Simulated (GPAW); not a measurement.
**Mg/Pt(100): work function by functional and basis**

Aim: the work function of both faces of Mg/Pt(100), and its spread over functionals and bases.

Method: GPAW, PAW setups; slab in vacuum, relaxation, in the first sound run; inputs show where later runs differ, in GPAW 26.7.0.

## 1. Set-up

The cell holds 5 atoms: 4 Pt and 1 Mg. Its edges and angles: a = 2.772 Å, b = 2.772 Å, c = 24.029 Å, α = 90.0°, β = 90.0°, γ = 90.0°. Vacuum lies along c.

Coordinates:

```cif
data_structure
_symmetry_space_group_name_H-M 'P 1'
_symmetry_Int_Tables_number 1
_cell_length_a 2.7719
_cell_length_b 2.7719
_cell_length_c 24.0289
_cell_angle_alpha 90.000
_cell_angle_beta 90.000
_cell_angle_gamma 90.000
_cell_volume 184.62
loop_
_atom_site_label
_atom_site_type_symbol
_atom_site_fract_x
_atom_site_fract_y
_atom_site_fract_z
_atom_site_occupancy
Pt1 Pt 0.50000 0.50000 0.33293 1
Pt2 Pt 0.00000 0.00000 0.41450 1
Pt3 Pt 0.50000 0.50000 0.49607 1
Pt4 Pt 0.00000 0.00000 0.57764 1
Mg5 Mg 0.50000 0.50000 0.66707 1
```

## 2. Relaxing the atoms

Forces are removed first; all later runs use this geometry. The lowest 2 atoms are held at bulk positions and keep their forces.

run.py reads:

```python
import json
import numpy as np
from ase import Atoms
from ase.constraints import FixAtoms
from ase.optimize import BFGS
from gpaw import GPAW, PW

slab = Atoms(
    ['Pt', 'Pt', 'Pt', 'Pt', 'Mg'],
    positions=[
        [1.38593, 1.38593, 8.00000],
        [0.00000, 0.00000, 9.96000],
        [1.38593, 1.38593, 11.92000],
        [0.00000, 0.00000, 13.88000],
        [1.38593, 1.38593, 16.02890]],
    cell=[[2.77186, 0.0, 0.0], [0.0, 2.77186, 0.0], [0.0, 0.0, 24.0289]],
    pbc=[True, True, False])

slab.calc = GPAW(mode=PW(400), xc='PBE', kpts={'size': (11, 11, 1), 'gamma': True},
                 occupations={'name': 'fermi-dirac', 'width': 0.1}, nbands='200%',
                 convergence={'density': 1e-05}, maxiter=200,
                 poissonsolver={'dipolelayer': 'xy'},
                 symmetry={'tolerance': 1e-3, 'extra_ids': [1, 1, 0, 0, 0]}, txt='slab.txt')
result = {}
slab.set_constraint(FixAtoms([0, 1]))
path = []
opt = BFGS(slab, maxstep=0.2)
opt.attach(lambda: path.append((slab.get_potential_energy(), slab.positions.tolist(), slab.get_forces().tolist())))
result['relaxed'] = bool(opt.run(fmax=0.03, steps=40))
result['path'] = path
energy = slab.get_potential_energy()
fermi = slab.calc.get_fermi_level()
v = slab.calc.get_electrostatic_potential().mean((0, 1)) - fermi
n = slab.calc.get_pseudo_density().mean((0, 1))
L = slab.cell[2, 2]
z = np.arange(len(v)) * L / len(v)
low, high = slab.positions[:, 2].min(), slab.positions[:, 2].max()
below, above = np.interp([low - 5.8, high + 5.8], z, v)
slopes = [np.interp(x, z, np.gradient(v, z)) for x in (low - 5.8, high + 5.8)]
eps = np.array([[slab.calc.get_eigenvalues(k, s) for k in range(len(slab.calc.get_ibz_k_points()))]
                for s in range(slab.calc.get_number_of_spins())]) - fermi
top, bottom = eps[eps < 0].max(), eps[eps > 0].min()
dipole = slab.get_dipole_moment()[2]
print(f'energy {energy:.4f} eV, Fermi level {fermi:.4f} eV, dipole {dipole:.5f} e A')
print(f'potential 5.8 A off the faces, from the Fermi level: lower {below:.4f} eV, upper {above:.4f} eV')
print(f'slope of the potential there: lower {slopes[0]:.5f}, upper {slopes[1]:.5f} eV/A')
print(f'nearest levels on the mesh: {top:.4f} and {bottom:.4f} eV')
print('magnetic moment', round(slab.get_magnetic_moment(), 3))
result.update(energy=energy, fermi=fermi, dipole=dipole, below=below, above=above, slopes=slopes, edges=[top, bottom],
              z=z.tolist(), v=v.tolist(), n=n.tolist(), positions=slab.positions.tolist(),
              forces=slab.get_forces(apply_constraint=False).tolist(), moments=slab.get_magnetic_moments().tolist())
json.dump(result, open('result.json', 'w'))
```

Command:

```console
OMP_NUM_THREADS=1 OPENBLAS_NUM_THREADS=1 python run.py
```

What it wrote:

```text
Step          Energy          fmax
BFGS:    0      -26.571163        1.556261
BFGS:    1      -26.614070        1.324478
BFGS:    2      -26.751259        0.741000
BFGS:    3      -26.758995        0.649039
BFGS:    4      -26.778379        0.059994
BFGS:    5      -26.778569        0.005097
energy -26.6746 eV, Fermi level 1.6741 eV, dipole 0.07410 e A
potential 5.8 A off the faces, from the Fermi level: lower 5.6461 eV, upper 3.9045 eV
slope of the potential there: lower -0.00007, upper 0.00045 eV/A
nearest levels on the mesh: -0.0189 and 0.0066 eV
magnetic moment 0.0
```

Wall time 7.1 min (1 thread of AMD EPYC 7R13 (Zen 3), shared host); peak memory 0.27 GiB.

Step by step:

```
step  energy less that of the first step (eV)  largest force (eV/Å)
   1                                   0.0000                1.5563
   2                                  -0.0440                1.3245
   3                                  -0.1870                0.7410
   4                                  -0.1949                0.6490
   5                                  -0.2139                0.0600
   6                                  -0.2139                0.0051
```

The atoms that moved most (Å):

```
atom     dx     dy      dz  length
 Pt4  0.000  0.000   0.181   0.181
 Mg5  0.000  0.000  -0.131   0.131
 Pt3  0.000  0.000   0.051   0.051
```

Final coordinates:

```cif
data_structure
_symmetry_space_group_name_H-M 'P 1'
_symmetry_Int_Tables_number 1
_cell_length_a 2.7719
_cell_length_b 2.7719
_cell_length_c 24.0289
_cell_angle_alpha 90.000
_cell_angle_beta 90.000
_cell_angle_gamma 90.000
_cell_volume 184.62
loop_
_atom_site_label
_atom_site_type_symbol
_atom_site_fract_x
_atom_site_fract_y
_atom_site_fract_z
_atom_site_occupancy
Pt1 Pt 0.50000 0.50000 0.33293 1
Pt2 Pt 0.00000 0.00000 0.41450 1
Pt3 Pt 0.50000 0.50000 0.49818 1
Pt4 Pt 0.00000 0.00000 0.58519 1
Mg5 Mg 0.50000 0.50000 0.66163 1
```

Numbers from this step:

```
dipole along the normal                    : 0.07410 e·Å
levels nearest the Fermi level on the mesh : -0.01886, 0.006557 eV from the Fermi level
upper work function                        : 3.905 eV
lower work function                        : 5.646 eV
```

The electrostatic potential energy of an electron (without an applied field's), less the Fermi level, planar mean oscillates, so the rows of the table below give means over windows of 2.09 Å about each position, cut where the curve ends. Its maxima inside the range that stand out by 2 % of the span (Å: eV): 2.0: 5.65, 9.0: -2.56, 10.9: -2.16, 13.0: -1.39, 15.1: -3.02. Its minima: 8.0: -22.4, 10.0: -22.8, 12.0: -22.7, 14.1: -22.9, 15.9: -11.7.

Electrostatic potential energy of an electron (without an applied field's), less the Fermi level, planar mean against z; means over each step:

```
z (Å)  electrostatic potential energy of an electron (without an applied field's), less the Fermi level, planar mean (eV)
 1.04                                                                                                                5.57
 3.13                                                                                                                5.65
 5.22                                                                                                                5.56
 7.31                                                                                                               -6.99
 9.40                                                                                                               -12.0
11.49                                                                                                               -11.5
13.58                                                                                                               -11.1
15.67                                                                                                               -6.70
17.77                                                                                                                2.42
19.85                                                                                                                3.88
21.95                                                                                                                3.90
```

The pseudo valence density, planar mean oscillates, so the rows of the table below give means over windows of 2.04 Å about each position, cut where the curve ends. Its maxima inside the range that stand out by 2 % of the span (Å: e/Å³): 7.9: 2.06, 9.9: 2.04, 12.0: 2.09, 14.2: 2.02, 15.9: 1.81. Its minima: 9.0: 0.428, 10.9: 0.397, 13.1: 0.355, 15.2: 0.280.

The pseudo valence density, planar mean by z; means over each step:

```
z (Å)  pseudo valence density, planar mean (e/Å³)
 3.06                                      9.0e-6
 5.10                                     0.00273
 7.14                                       0.661
 9.18                                        1.08
11.22                                        1.05
13.26                                       0.977
15.30                                       0.879
17.34                                      0.0698
19.38                                     0.00140
21.42                                      1.7e-5
```

The relaxation lowered the energy of the cell by 0.214 eV (energies extrapolated to zero smearing; the optimiser's log prints free energies). The largest force left on a free atom is 0.0051 eV/Å.

## 3. The slab's potential

The work function is the vacuum plateau of the electrostatic potential less the Fermi level; a dipole layer lets the two faces have plateaus of their own.

This step: GPAW, PAW setups; slab in vacuum (GPAW 26.7.0).

Edit run.py of step 2 so:

```diff
@@ -3,4 +3,2 @@
 from ase import Atoms
-from ase.constraints import FixAtoms
-from ase.optimize import BFGS
 from gpaw import GPAW, PW
@@ -12,5 +10,5 @@
         [0.00000, 0.00000, 9.96000],
-        [1.38593, 1.38593, 11.92000],
-        [0.00000, 0.00000, 13.88000],
-        [1.38593, 1.38593, 16.02890]],
+        [1.38593, 1.38593, 11.97070],
+        [-0.00000, 0.00000, 14.06142],
+        [1.38593, 1.38593, 15.89830]],
     cell=[[2.77186, 0.0, 0.0], [0.0, 2.77186, 0.0], [0.0, 0.0, 24.0289]],
@@ -22,10 +20,4 @@
                  poissonsolver={'dipolelayer': 'xy'},
-                 symmetry={'tolerance': 1e-3, 'extra_ids': [1, 1, 0, 0, 0]}, txt='slab.txt')
+                 symmetry={'tolerance': 1e-3}, txt='slab.txt')
 result = {}
-slab.set_constraint(FixAtoms([0, 1]))
-path = []
-opt = BFGS(slab, maxstep=0.2)
-opt.attach(lambda: path.append((slab.get_potential_energy(), slab.positions.tolist(), slab.get_forces().tolist())))
-result['relaxed'] = bool(opt.run(fmax=0.03, steps=40))
-result['path'] = path
 energy = slab.get_potential_energy()
```

What it wrote:

```text
energy -26.6746 eV, Fermi level 1.6741 eV, dipole 0.07401 e A
potential 5.8 A off the faces, from the Fermi level: lower 5.6462 eV, upper 3.9044 eV
slope of the potential there: lower -0.00004, upper 0.00043 eV/A
nearest levels on the mesh: -0.0188 and 0.0066 eV
magnetic moment 0.0
```

The job ended after 88 s (1 thread; peak memory 0.27 GiB).

This step gave:

| Item | Value |
| --- | --- |
| dipole along the normal | 0.07401 e·Å |
| levels nearest the Fermi level on the mesh | -0.01884, 0.006576 eV from the Fermi level |
| upper work function | 3.904 eV |

The electrostatic potential energy of an electron (without an applied field's), less the Fermi level, planar mean oscillates, so the rows of the table below give means over windows of 2.09 Å about each position, cut where the curve ends. Its maxima inside the range that stand out by 2 % of the span (Å: eV): 2.0: 5.65, 9.0: -2.56, 10.9: -2.16, 13.0: -1.39, 15.1: -3.02. Its minima: 8.0: -22.4, 10.0: -22.8, 12.0: -22.7, 14.1: -22.9, 15.9: -11.7.

The electrostatic potential energy of an electron (without an applied field's), less the Fermi level, planar mean by z; means over each step:

(Unchanged from step 2.)

The pseudo valence density, planar mean by z:

z (Å), pseudo valence density, planar mean (e/Å³) and a bar:
```
     0.00       0.00 
     0.64       0.00 
     1.29       0.00 
     1.93       0.00 
     2.57       0.00 
     3.22       0.00 
     3.86       0.00 
     4.51       0.00 
     5.15       0.00 
     5.79       0.01 
     6.44       0.04 #
     7.08       0.24 ####
     7.72       1.49 ######################
     8.37       1.20 ##################
     9.01       0.43 ######
     9.65       1.40 #####################
    10.30       1.29 ###################
    10.94       0.40 ######
    11.59       1.14 #################
    12.23       1.56 #######################
    12.87       0.37 ######
    13.52       0.73 ###########
    14.16       2.02 ##############################
    14.80       0.48 #######
    15.45       0.47 #######
    16.09       1.33 ####################
    16.73       0.08 #
    17.38       0.03 
    18.02       0.01 
    18.67       0.00 
    19.31       0.00 
    19.95       0.00 
    20.60       0.00 
    21.24       0.00 
    21.88       0.00 
    22.53       0.00 
    23.17       0.00 
    23.81       0.00
```

The potential is flat to 4.3e-4 eV/Å where it is read, so the vacuum is wide enough.

## 4. Self-consistent run: xc = "revPBE"

The same geometry under revPBE, to see how far the functional moves the levels against the vacuum.

Edit run.py of step 3 so:

```diff
@@ -16,3 +16,3 @@
 
-slab.calc = GPAW(mode=PW(400), xc='PBE', kpts={'size': (11, 11, 1), 'gamma': True},
+slab.calc = GPAW(mode=PW(400), xc='revPBE', kpts={'size': (11, 11, 1), 'gamma': True},
                  occupations={'name': 'fermi-dirac', 'width': 0.1}, nbands='200%',
```

What it wrote:

```text
energy -24.4668 eV, Fermi level 1.7578 eV, dipole 0.07039 e A
potential 5.8 A off the faces, from the Fermi level: lower 5.5028 eV, upper 3.8463 eV
slope of the potential there: lower -0.00006, upper 0.00045 eV/A
nearest levels on the mesh: -0.0195 and 0.0066 eV
magnetic moment 0.0
```

It took 94 s on 1 thread; peak memory 0.27 GiB.

This step gave:

| Item | Value |
| --- | --- |
| dipole along the normal | 0.07039 e·Å |
| levels nearest the Fermi level on the mesh | -0.01951, 0.006562 eV from the Fermi level |
| upper work function | 3.846 eV |
| lower work function | 5.503 eV |

The electrostatic potential energy of an electron (without an applied field's), less the Fermi level, planar mean oscillates, so the rows of the table below give means over windows of 2.04 Å about each position, cut where the curve ends. Its maxima inside the range that stand out by 2 % of the span (Å: eV): 2.0: 5.50, 9.0: -2.63, 10.9: -2.23, 13.0: -1.46, 15.1: -3.12. Its minima: 8.0: -22.4, 10.0: -22.9, 12.0: -22.7, 14.1: -22.9, 15.9: -11.8.

Table of electrostatic potential energy of an electron (without an applied field's), less the Fermi level, planar mean by z; means over each step:

```
z (Å)  electrostatic potential energy of an electron (without an applied field's), less the Fermi level, planar mean (eV)
 1.02                                                                                                                5.43
 3.06                                                                                                                5.50
 5.10                                                                                                                5.44
 7.14                                                                                                               -5.08
 9.18                                                                                                               -12.2
11.22                                                                                                               -11.7
13.26                                                                                                               -10.9
15.30                                                                                                               -8.59
17.34                                                                                                               0.733
19.38                                                                                                                3.79
21.42                                                                                                                3.85
23.46                                                                                                                3.90
```

The pseudo valence density, planar mean oscillates, so the rows of the table below give means over windows of 2.04 Å about each position, cut where the curve ends. Its maxima inside the range that stand out by 2 % of the span (Å: e/Å³): 7.9: 2.06, 9.9: 2.04, 12.0: 2.09, 14.2: 2.02, 15.9: 1.81. Its minima: 9.0: 0.427, 10.9: 0.396, 13.1: 0.354, 15.2: 0.279.

Table of pseudo valence density, planar mean by z; means over each step:

```
z (Å)  pseudo valence density, planar mean (e/Å³)
 3.06                                      9.5e-6
 5.10                                     0.00267
 7.14                                       0.661
 9.18                                        1.08
11.22                                        1.05
13.26                                       0.977
15.30                                       0.879
17.34                                      0.0699
19.38                                     0.00137
21.42                                      1.7e-5
```

Force by atom:

```
atom  x (eV/Å)  y (eV/Å)  z (eV/Å)   size
 Pt1     0.000     0.000    -0.182  0.182
 Pt2     0.000     0.000     0.011  0.011
 Pt3     0.000     0.000     0.017  0.017
 Pt4     0.000     0.000     0.010  0.010
 Mg5     0.000     0.000     0.145  0.145
```

The upper face's work function is 3.846 eV, against 3.904 eV in the first plane-wave PBE run at this geometry.

## 5. OptPBE vdW: xc = "optPBE-vdW"

The same geometry under optPBE-vdW, to see how far the functional moves the levels against the vacuum (the van der Waals functionals take revPBE setups).

Edit run.py of step 4 so:

```diff
@@ -16,3 +16,3 @@
 
-slab.calc = GPAW(mode=PW(400), xc='revPBE', kpts={'size': (11, 11, 1), 'gamma': True},
+slab.calc = GPAW(mode=PW(400), xc='optPBE-vdW', kpts={'size': (11, 11, 1), 'gamma': True},
                  occupations={'name': 'fermi-dirac', 'width': 0.1}, nbands='200%',
```

What it wrote:

```text
energy -96.7756 eV, Fermi level 1.5965 eV, dipole 0.07585 e A
potential 5.8 A off the faces, from the Fermi level: lower 5.8011 eV, upper 4.0157 eV
slope of the potential there: lower -0.00008, upper 0.00071 eV/A
nearest levels on the mesh: -0.0224 and 0.0024 eV
magnetic moment 0.0
```

It took 1.7 min on 1 thread; peak memory 0.39 GiB.

Numbers from this step:

* dipole along the normal: 0.07585 e·Å
* levels nearest the Fermi level on the mesh: -0.02239, 0.002421 eV from the Fermi level
* upper work function: 4.016 eV
* lower work function: 5.801 eV

The upper face's work function is 4.016 eV, against 3.904 eV in the first plane-wave PBE run at this geometry.

(Part 1 of 2 ends here.)

[Logs are printed without paths, hosts, clocks, repeated set-up lines and the standing remarks that a program may print on its own settings, such as how far it seeks lower states.]

[Hosts, paths, dates, database ids (printed as entryN), source tags and the programs' standing remarks are cut or masked in the printed files.]
